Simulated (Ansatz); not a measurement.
# NbTlSe3 (model cell, started as cubic perovskite with Nb in the octahedra): a soft mode frozen in, part 2 of 3

Wanted: the energy along a soft mode of NbTlSe3 (model cell, started as cubic perovskite with Nb in the octahedra) and the structure at the end.

Ansatz 0.2.0; DFT PBEsol, scalar-relativistic, plane waves, PAW; PAW set soft_1.

So far, highest frequency on the path or at a solved wavevector (cm⁻¹): step 2 (the dispersion) 284. Also lowest frequency on the path (cm⁻¹): step 2 -131.

The structure was built from a prototype and need not be the compound's stable phase.

## (4) The mode frozen in, largest atomic shift 0.6 Å

The atoms are moved along the unstable eigenvector, the largest shift by 0.6 Å, with the cell fixed.

File input.yaml:

```yaml
crystal:
  lattice:
    - [-5.0370892205, 0.0, 0.0]
    - [0.0, -5.0370892205, -5.0370892205]
    - [0.0, -5.0370892205, 5.0370892205]
  atoms:
    - { symbol: Tl, position: [0.0, 0.5, 0.5] }
    - { symbol: Tl, position: [0.0, 0.0, 0.0] }
    - { symbol: Nb, position: [0.5, 0.0, 0.5] }
    - { symbol: Nb, position: [0.5, 0.5, 0.0] }
    - { symbol: Se, position: [0.5, 0.1904417935, 0.1904417935] }
    - { symbol: Se, position: [0.5, 0.8095582065, 0.8095582065] }
    - { symbol: Se, position: [0.5, 0.3095582065, 0.6904417935] }
    - { symbol: Se, position: [0.5, 0.6904417935, 0.3095582065] }
    - { symbol: Se, position: [0.0, 0.0, 0.5] }
    - { symbol: Se, position: [0.0, 0.5, 0.0] }
kpoints:
  mp_grid: { grid: [8, 6, 6] }
hamiltonian:
  xc: pbesol
  pseudopotentials: { kind: paw, azcp: { folder: soft_1 }, xc_functional: pbe }
scf:
  occupations: { method: methfessel_paxton, width: 0.2 }
output:
  forces: true
  stress: true
  eigenvalues: true
```

The run is started by

```
> ansatz run input.yaml --threads 4 --pin off --max-ram 16384MiB --backend cpu --events-out ev --progress --plain --runs-dir out
```

Numbers of over 12 decimals in the logs are rounded to 6 here.

Log:

```text
[...]
Crystal: 10 atoms, lattice volume = 255.605 Å³
Basis set: ecut = 420 eV, 5013 PW (Γ), exchange–correlation on 72×96×96 points (8 copies of the dense FFT grid, shifted against one another)
Bands: 89, of which v1, the nominal top of the filled ones, is band 74 counted from 1 (73 counted from 0)
Symmetry: 16 space group operations
[...]
k-points: 50 of 288
[...]
k-point 0: bands = [... 70 lower, 7.9460, 8.1263, 8.1263, 8.1496, 8.3168, 8.3205, 8.3205, 9.4873, ... 11 higher]
  k-point 1: bands = [... 70 lower, 7.6381, 7.6930, 8.0753, 8.3291, 8.4772, 8.5164, 8.8817, 9.8621, ... 11 higher]
  k-point 2: bands = [... 70 lower, 7.3082, 7.3242, 8.2226, 8.7371, 8.7810, 8.9221, 9.3847, 9.8814, ... 11 higher]
  k-point 49: bands = [... 70 lower, 6.4515, 6.4515, 9.1371, 9.1371, 9.7446, 9.7446, 10.6125, 10.6125, ... 11 higher]
[key lines of the parts left out:]
SCF converged after 9 iterations
Free energy (F): -64136.216080 eV
Fermi energy:    8.812104 eV
P = ⅓ Tr σ = -2.1871 GPa (-21.871 kbar)
```

Elapsed: 16 s, on 4 threads of Arm Neoverse V1, shared host; peak memory 1.3 GiB.

Numbers from this step:

```yaml
pressure: -2.187 GPa
energy_from_the_undistorted_cell: -32.30 meV/atom
```

The energy, extrapolated to zero smearing, is -32.30 meV/atom against the undistorted cell.

The run ends at a pressure of -2.19 GPa, with forces up to 0.023 eV/Å.

## (5) Energy along the mode, all amplitudes (two of the runs are shown above)

An imaginary frequency means negative curvature, so the energy should fall and then rise again as anharmonic terms take over.

Numbers from this step:

```yaml
depth_at_the_lowest_point_sampled: 32.30 meV/atom
largest_atomic_shift_at_that_point: 0.6 Å
```

Table of energy from the parent by largest atomic shift:

| largest atomic shift (Å) | energy from the parent (meV/atom) |
| --- | --- |
| 0.000 | 0 |
| 0.040 | -0.26 |
| 0.080 | -1.04 |
| 0.140 | -3.26 |
| 0.220 | -8.29 |
| 0.320 | -16.9 |
| 0.450 | -27.5 |
| 0.600 | -32.3 |

Displacement at unit largest shift by atom:

| atom | x (Å) | y (Å) | z (Å) | size |
| --- | --- | --- | --- | --- |
| Tl1 | 0.00 | 0.00 | 0.00 | 0.00 |
| Tl2 | 0.00 | 0.00 | 0.00 | 0.00 |
| Nb3 | 0.00 | 0.00 | 0.00 | 0.00 |
| Nb4 | 0.00 | 0.00 | 0.00 | 0.00 |
| Se5 | 0.00 | 1.00 | 0.00 | 1.00 |
| Se6 | 0.00 | -1.00 | 0.00 | 1.00 |
| Se7 | 0.00 | 0.00 | -1.00 | 1.00 |
| Se8 | 0.00 | 0.00 | 1.00 | 1.00 |
| Se9 | 0.00 | 0.00 | 0.00 | 0.00 |
| Se10 | 0.00 | 0.00 | 0.00 | 0.00 |

The lowest of the steps tried is the last one, at 0.6 Å, 32.3 meV/atom below the parent; the bottom of the well need not coincide with a step.

## (6) Relaxation from the frozen mode

Starting from the lowest point found, all atoms and the cell are let go, so that strain and other modes of the same symmetry can join in.

input.yaml, as its differences from that of step 4:

```diff
@@ -27 +27,6 @@
   eigenvalues: true
+relax:
+  adjacent_minimum: "off"
+  f_tol: 0.002
+  max_steps: 120
+  cell: { stress_tol: 0.03 }
```

Log:

```text
[...]
Crystal: 10 atoms, lattice volume = 255.605 Å³
Basis set: ecut = 420 eV, 5013 PW (Γ), exchange–correlation on 72×96×96 points (8 copies of the dense FFT grid, shifted against one another)
Bands: 89, of which v1, the nominal top of the filled ones, is band 74 counted from 1 (73 counted from 0)
Symmetry: 16 space group operations
[...]
k-points: 50 of 288
[...]
SCF iter   1: F=—  HF=-64138.066229 eV  |F-HF|=—  |Δ(HF+E_count)|=         —  Δρ=3.95e-2  dr2=4.57e0  ethr=3.10e-3  ⟨swp⟩=5.9  Hψ=15183  notcnv=0
[...]
SCF iter   9: F=-64136.216080 eV  HF=-64136.216080 eV  |F-HF|=9.23e-9  |Δ(HF+E_count)|=   1.67e-7  S|Δr|=    0.00e0  Δρ=3.65e-6  dr2=4.55e-8  ethr=6.76e-11  ⟨swp⟩=10.1  Hψ=20655  notcnv=0
SCF 1 converged in 9 iterations: F = -64136.216080 eV  dr2 = 4.55e-8
[...]
relax step   1: F+E_penalty+E_count = -64136.21607969 eV  Δ(F+E_penalty+E_count) = +0.000e0 eV  max|allowed force component| = 2.288e-2 eV/Å  Δτ_max = 0.0000 Å  P = -2.187 GPa  Ω = 255.605 Å³  (9 SCF iters, dr2 threshold 1.00e-7 eV, accepted)
Crystal: 10 atoms, lattice volume = 241.668 Å³
Basis set: ecut = 420 eV, 4789 PW (Γ), exchange–correlation on 72×96×96 points (8 copies of the dense FFT grid, shifted against one another)
[...]
SCF iter   6: F=-64136.347445 eV  HF=-64136.347445 eV  |F-HF|=7.85e-8  |Δ(HF+E_count)|=   3.21e-7  S|Δr|=    0.00e0  Δρ=5.95e-6  dr2=1.20e-7  ethr=6.76e-10  ⟨swp⟩=6.6  Hψ=20018  notcnv=0
SCF 2 converged in 6 iterations: F = -64136.347445 eV  dr2 = 1.20e-7
[...]
relax step   2: F+E_penalty+E_count = -64136.34744457 eV  Δ(F+E_penalty+E_count) = -1.314e-1 eV  max|allowed force component| = 1.896e-1 eV/Å  Δτ_max = 0.0345 Å  P = +1.462 GPa  Ω = 241.668 Å³  energy of the carried Pulay correction = +1.051e-3 eV  (6 SCF iters, dr2 threshold 1.00e-6 eV, accepted)
Crystal: 10 atoms, lattice volume = 243.028 Å³
Basis set: ecut = 420 eV, 4797 PW (Γ), exchange–correlation on 72×96×96 points (8 copies of the dense FFT grid, shifted against one another)
[...]
SCF iter   6: F=-64136.412781 eV  HF=-64136.412781 eV  |F-HF|=1.59e-7  |Δ(HF+E_count)|=   3.17e-6  S|Δr|=    0.00e0  Δρ=6.79e-6  dr2=9.58e-8  ethr=6.76e-10  ⟨swp⟩=5.1  Hψ=23329  notcnv=0
SCF 3 converged in 6 iterations: F = -64136.412781 eV  dr2 = 9.58e-8
[...]
relax step   3: F+E_penalty+E_count = -64136.41278055 eV  Δ(F+E_penalty+E_count) = -6.534e-2 eV  max|allowed force component| = 8.423e-2 eV/Å  Δτ_max = 0.0783 Å  P = +0.308 GPa  Ω = 243.028 Å³  energy of the carried Pulay correction = +9.461e-4 eV  (6 SCF iters, dr2 threshold 1.00e-6 eV, accepted)
[...]
relax step   4: F+E_penalty+E_count = -64136.42183038 eV  Δ(F+E_penalty+E_count) = -9.050e-3 eV  max|allowed force component| = 7.837e-2 eV/Å  Δτ_max = 0.0183 Å  P = +0.249 GPa  Ω = 242.680 Å³  energy of the carried Pulay correction = +9.729e-4 eV  (5 SCF iters, dr2 threshold 1.00e-6 eV, accepted)
[...]
relax step   5: F+E_penalty+E_count = -64136.43374711 eV  Δ(F+E_penalty+E_count) = -1.192e-2 eV  max|allowed force component| = 4.362e-2 eV/Å  Δτ_max = 0.0835 Å  P = +0.040 GPa  Ω = 241.031 Å³  energy of the carried Pulay correction = +1.101e-3 eV  (6 SCF iters, dr2 threshold 5.61e-7 eV, accepted)
[...]
relax step   6: F+E_penalty+E_count = -64136.43571681 eV  Δ(F+E_penalty+E_count) = -1.970e-3 eV  max|allowed force component| = 5.321e-3 eV/Å  Δτ_max = 0.0110 Å  P = +0.006 GPa  Ω = 241.427 Å³  energy of the carried Pulay correction = +1.070e-3 eV  (5 SCF iters, dr2 threshold 4.07e-7 eV, accepted)
[...]
relax step   7: F+E_penalty+E_count = -64136.43577974 eV  Δ(F+E_penalty+E_count) = -6.293e-5 eV  max|allowed force component| = 7.492e-4 eV/Å  Δτ_max = 0.0043 Å  P = +0.002 GPa  Ω = 241.324 Å³  energy of the carried Pulay correction = +1.078e-3 eV  (7 SCF iters, dr2 threshold 1.77e-9 eV, accepted)
[...]
SCF iter   7: F=-64136.434814 eV  HF=-64136.434814 eV  |F-HF|=2.91e-11  |Δ(HF+E_count)|=  7.28e-12  S|Δr|=    0.00e0  Δρ=3.38e-8  dr2=3.02e-12  ethr=1.00e-12  ⟨swp⟩=4.1  Hψ=15898  notcnv=0
SCF 8 converged in 7 iterations: F = -64136.434814 eV  dr2 = 3.02e-12
relax step   8: F+E_penalty+E_count = -64136.43481420 eV  Δ(F+E_penalty+E_count) = +9.655e-4 eV  max|allowed force component| = 8.118e-4 eV/Å  Δτ_max = 0.0000 Å  P = +0.002 GPa  Ω = 241.324 Å³  stress off target by 6.78e-3 GPa  SCF on the basis re-selected at this cell (its energy is not comparable with the rows above)  (7 SCF iters)
basis re-selected at this cell: Δ(F+E_penalty+E_count) = +9.655e-4 eV, ΔP = -0.001 GPa vs the last step (what re-selecting the basis moved, of the pressure what is left beyond the Pulay correction that the steps carried, after the strain that the cell walked since its last selection, with what the two solves' SCF thresholds leave and, on support functions, any second-order correction that the steps lacked; it is no m [...]
SCF converged after 7 iterations
[...]
Free energy (F): -64136.434814 eV
[...]
Internal energy: -64136.437875 eV  (E = F + TS)
E sigma→0 (E₀):  -64136.435579 eV
Entropy (-TS):   0.003060 eV (0.306 meV/atom)
Fermi energy:    9.563684 eV
[...]
--- Forces (eV/Å), atoms counted from 1 ---
  atom   1  Tl    -0.00000000     0.00000000    -0.00000000
  atom   2  Tl    -0.00000000     0.00000000    -0.00000000
  atom   3  Nb     0.00000000    -0.00000000    -0.00000000
  atom   4  Nb     0.00000000     0.00000000     0.00000000
  atom   5  Se    -0.00000000     0.00081180    -0.00000000
  atom   6  Se     0.00000000    -0.00081180     0.00000000
  atom   7  Se    -0.00000000     0.00000000    -0.00081180
  atom   8  Se     0.00000000    -0.00000000     0.00081180
  atom   9  Se     0.00000000     0.00000000     0.00000000
  atom  10  Se     0.00000000    -0.00000000     0.00000000
  max |Σ_I F_I| component: 1.08e-18 eV/Å
--- Stress (GPa, compression-positive) ---
        0.006777       0.000000       0.000000
        0.000000      -0.000956      -0.000000
        0.000000      -0.000000      -0.000956
  P = ⅓ Tr σ = 0.0016 GPa (0.016 kbar)
--- Band table (eV; the first three rows and the last of 50) ---
  k-point 0: bands = [... 70 lower, 8.4517, 8.5911, 9.0196, 9.0196, 9.2523, 9.5292, 9.5292, 10.1656, ... 11 higher]
  k-point 1: bands = [... 70 lower, 8.3650, 8.5157, 9.0239, 9.1545, 9.1976, 9.3200, 9.9740, 10.6630, ... 11 higher]
  k-point 2: bands = [... 70 lower, 8.0381, 8.1426, 9.1942, 9.4951, 9.5551, 9.7822, 10.4568, 10.8941, ... 11 higher]
  k-point 49: bands = [... 70 lower, 7.7358, 7.7358, 9.6815, 9.6815, 10.7261, 10.7261, 11.1779, 11.1779, ... 11 higher]
--- Relaxed structure (7 steps of the walk, 7 accepted, 1 SCFs on fresh bases) ---
  F+E_penalty+E_count = -64136.43481420 eV   max|allowed force component| = 8.118e-4 eV/Å   (the final SCF, on the basis selected at the relaxed cell)
  cell:  # Å, volume = 241.3238 Å³
    - [-5.211193, 0, 0]
    - [0, -4.811899, -4.811899]
    - [0, -4.811899, 4.811899]
  atoms:
    - { symbol: Tl, position: [0, 0.5, 0.5] }
    - { symbol: Tl, position: [0, -1.205365221884267e-19, 0] }
    - { symbol: Nb, position: [0.5, 0.0, 0.5] }
    - { symbol: Nb, position: [0.5, 0.5, 0.0] }
    - { symbol: Se, position: [0.5, 0.169810, 0.169810] }
    - { symbol: Se, position: [0.5, 0.830190, 0.830190] }
    - { symbol: Se, position: [0.5, 0.330190, 0.669810] }
    - { symbol: Se, position: [0.5, 0.669810, 0.330190] }
    - { symbol: Se, position: [0, 0.0, 0.5] }
    - { symbol: Se, position: [0, 0.5, 0.0] }
```

The job ended after 2.5 min (4 threads; peak memory 1.3 GiB; 9.7 min of CPU time).

Step by step:

| step | energy less that of the first step (eV) | largest force component (eV/Å) | pressure (GPa) | volume (Å³) |
| --- | --- | --- | --- | --- |
| 1 | 0.0000 | 0.0229 | -2.19 | 255.60 |
| 2 | -0.1314 | 0.1896 | 1.46 | 241.67 |
| 3 | -0.1967 | 0.0842 | 0.31 | 243.03 |
| 4 | -0.2058 | 0.0784 | 0.25 | 242.68 |
| 5 | -0.2177 | 0.0436 | 0.04 | 241.03 |
| 6 | -0.2196 | 0.0053 | 0.01 | 241.43 |
| 7 | -0.2197 | 0.0007 | 0.00 | 241.32 |
| 8* | -0.2187 | 0.0008 | 0.00 | 241.32 |

Relaxation steps marked * repeat the geometry before them on a plane-wave basis chosen anew for their cell, so energy and pressure can jump there.

Forces are held to the 16 operations that the run works with; a distortion that breaks them can't arise in this run.

| cell as run | before | after | change |
| --- | --- | --- | --- |
| a (Å) | 5.037 | 5.211 | +3.5 % |
| b (Å) | 7.124 | 6.805 | -4.5 % |
| c (Å) | 7.124 | 6.805 | -4.5 % |
| volume (Å³/atom) | 25.56 | 24.13 | -5.6 % |

The atoms that moved most (Å, as changes of fractional coordinates times the final cell):

| atom | dx | dy | dz | length |
| --- | --- | --- | --- | --- |
| Se6 | 0.000 | -0.199 | 0.000 | 0.199 |
| Se5 | 0.000 | 0.199 | 0.000 | 0.199 |
| Se8 | 0.000 | 0.000 | 0.199 | 0.199 |
| Se7 | 0.000 | 0.000 | -0.199 | 0.199 |

This step gave:

* pressure: 0.001622 GPa
* volume per atom: 24.13 Å³

The distorted start has space group P4/mbm; the relaxation ends in P4/mbm.

## (7) The new phase in its own primitive cell

The relaxed structure is symmetrised, reduced to its primitive cell and relaxed tightly, as its phonons need.

input.yaml, the sections that differ from step 6:

```yaml
crystal:
  lattice:
    - [6.805052403, 0.0, 0.0]
    - [0.0, 6.805052403, 0.0]
    - [0.0, 0.0, 5.2111928167]
  atoms:
    - { symbol: Tl, position: [0.5, 0.0, 0.0] }
    - { symbol: Tl, position: [0.0, 0.5, 0.0] }
    - { symbol: Nb, position: [0.0, 0.0, 0.5] }
    - { symbol: Nb, position: [0.5, 0.5, 0.5] }
    - { symbol: Se, position: [0.1698099833, 0.6698099833, 0.5] }
    - { symbol: Se, position: [0.8301900167, 0.3301900167, 0.5] }
    - { symbol: Se, position: [0.3301900167, 0.1698099833, 0.5] }
    - { symbol: Se, position: [0.6698099833, 0.8301900167, 0.5] }
    - { symbol: Se, position: [0.0, 0.0, 0.0] }
    - { symbol: Se, position: [0.5, 0.5, 0.0] }
kpoints:
  mp_grid: { grid: [6, 6, 8] }
relax:
  adjacent_minimum: "off"
  f_tol: 0.001
  max_steps: 60
  cell: { stress_tol: 0.01 }
# hamiltonian, scf, output: as in step 6
```

Log:

```text
[...]
Crystal: 10 atoms, lattice volume = 241.324 Å³
Basis set: ecut = 420 eV, 4749 PW (Γ), exchange–correlation on 96×96×72 points (8 copies of the dense FFT grid, shifted against one another)
Bands: 89, of which v1, the nominal top of the filled ones, is band 74 counted from 1 (73 counted from 0)
Symmetry: 16 space group operations
[...]
k-points: 50 of 288
[...]
- { symbol: Tl, position: [0.0, 0.5, 0.0] }
    - { symbol: Nb, position: [0.0, 0.0, 0.5] }
    - { symbol: Nb, position: [0.5, 0.5, 0.5] }
    - { symbol: Se, position: [0.1698099833, 0.6698099833, 0.5] }
    - { symbol: Se, position: [0.8301900167, 0.3301900167, 0.5] }
    - { symbol: Se, position: [0.3301900167, 0.1698099833, 0.5] }
    - { symbol: Se, position: [0.6698099833, 0.8301900167, 0.5] }
    - { symbol: Se, position: [0.0, 0.0, 0.0] }
    - { symbol: Se, position: [0.5, 0.5, 0.0] }
[key lines of the parts left out:]
SCF converged after 6 iterations
Free energy (F): -64136.434814 eV
Fermi energy:    9.563684 eV
P = ⅓ Tr σ = 0.0016 GPa (0.016 kbar)
```

The job ended after 46 s (4 threads; peak memory 1.3 GiB).

Little changed from the start: no atom moved by 0.005 Å and no cell edge by 0.1 %.

This step gave:

* pressure: 0.001623 GPa

The largest force component left is 0.57 meV/Å and the pressure is 0.002 GPa, within the tolerances set. The cell now holds 24.13 Å³/atom.

(Part 2 of 3 ends here.)

[Logs are printed without paths, hosts, clocks, repeated set-up lines and the standing remarks that a program may print on its own settings, such as how far it seeks lower states.]

[Hosts, paths, dates, database ids (printed as entryN), source tags and the programs' standing remarks are cut or masked in the printed files.]
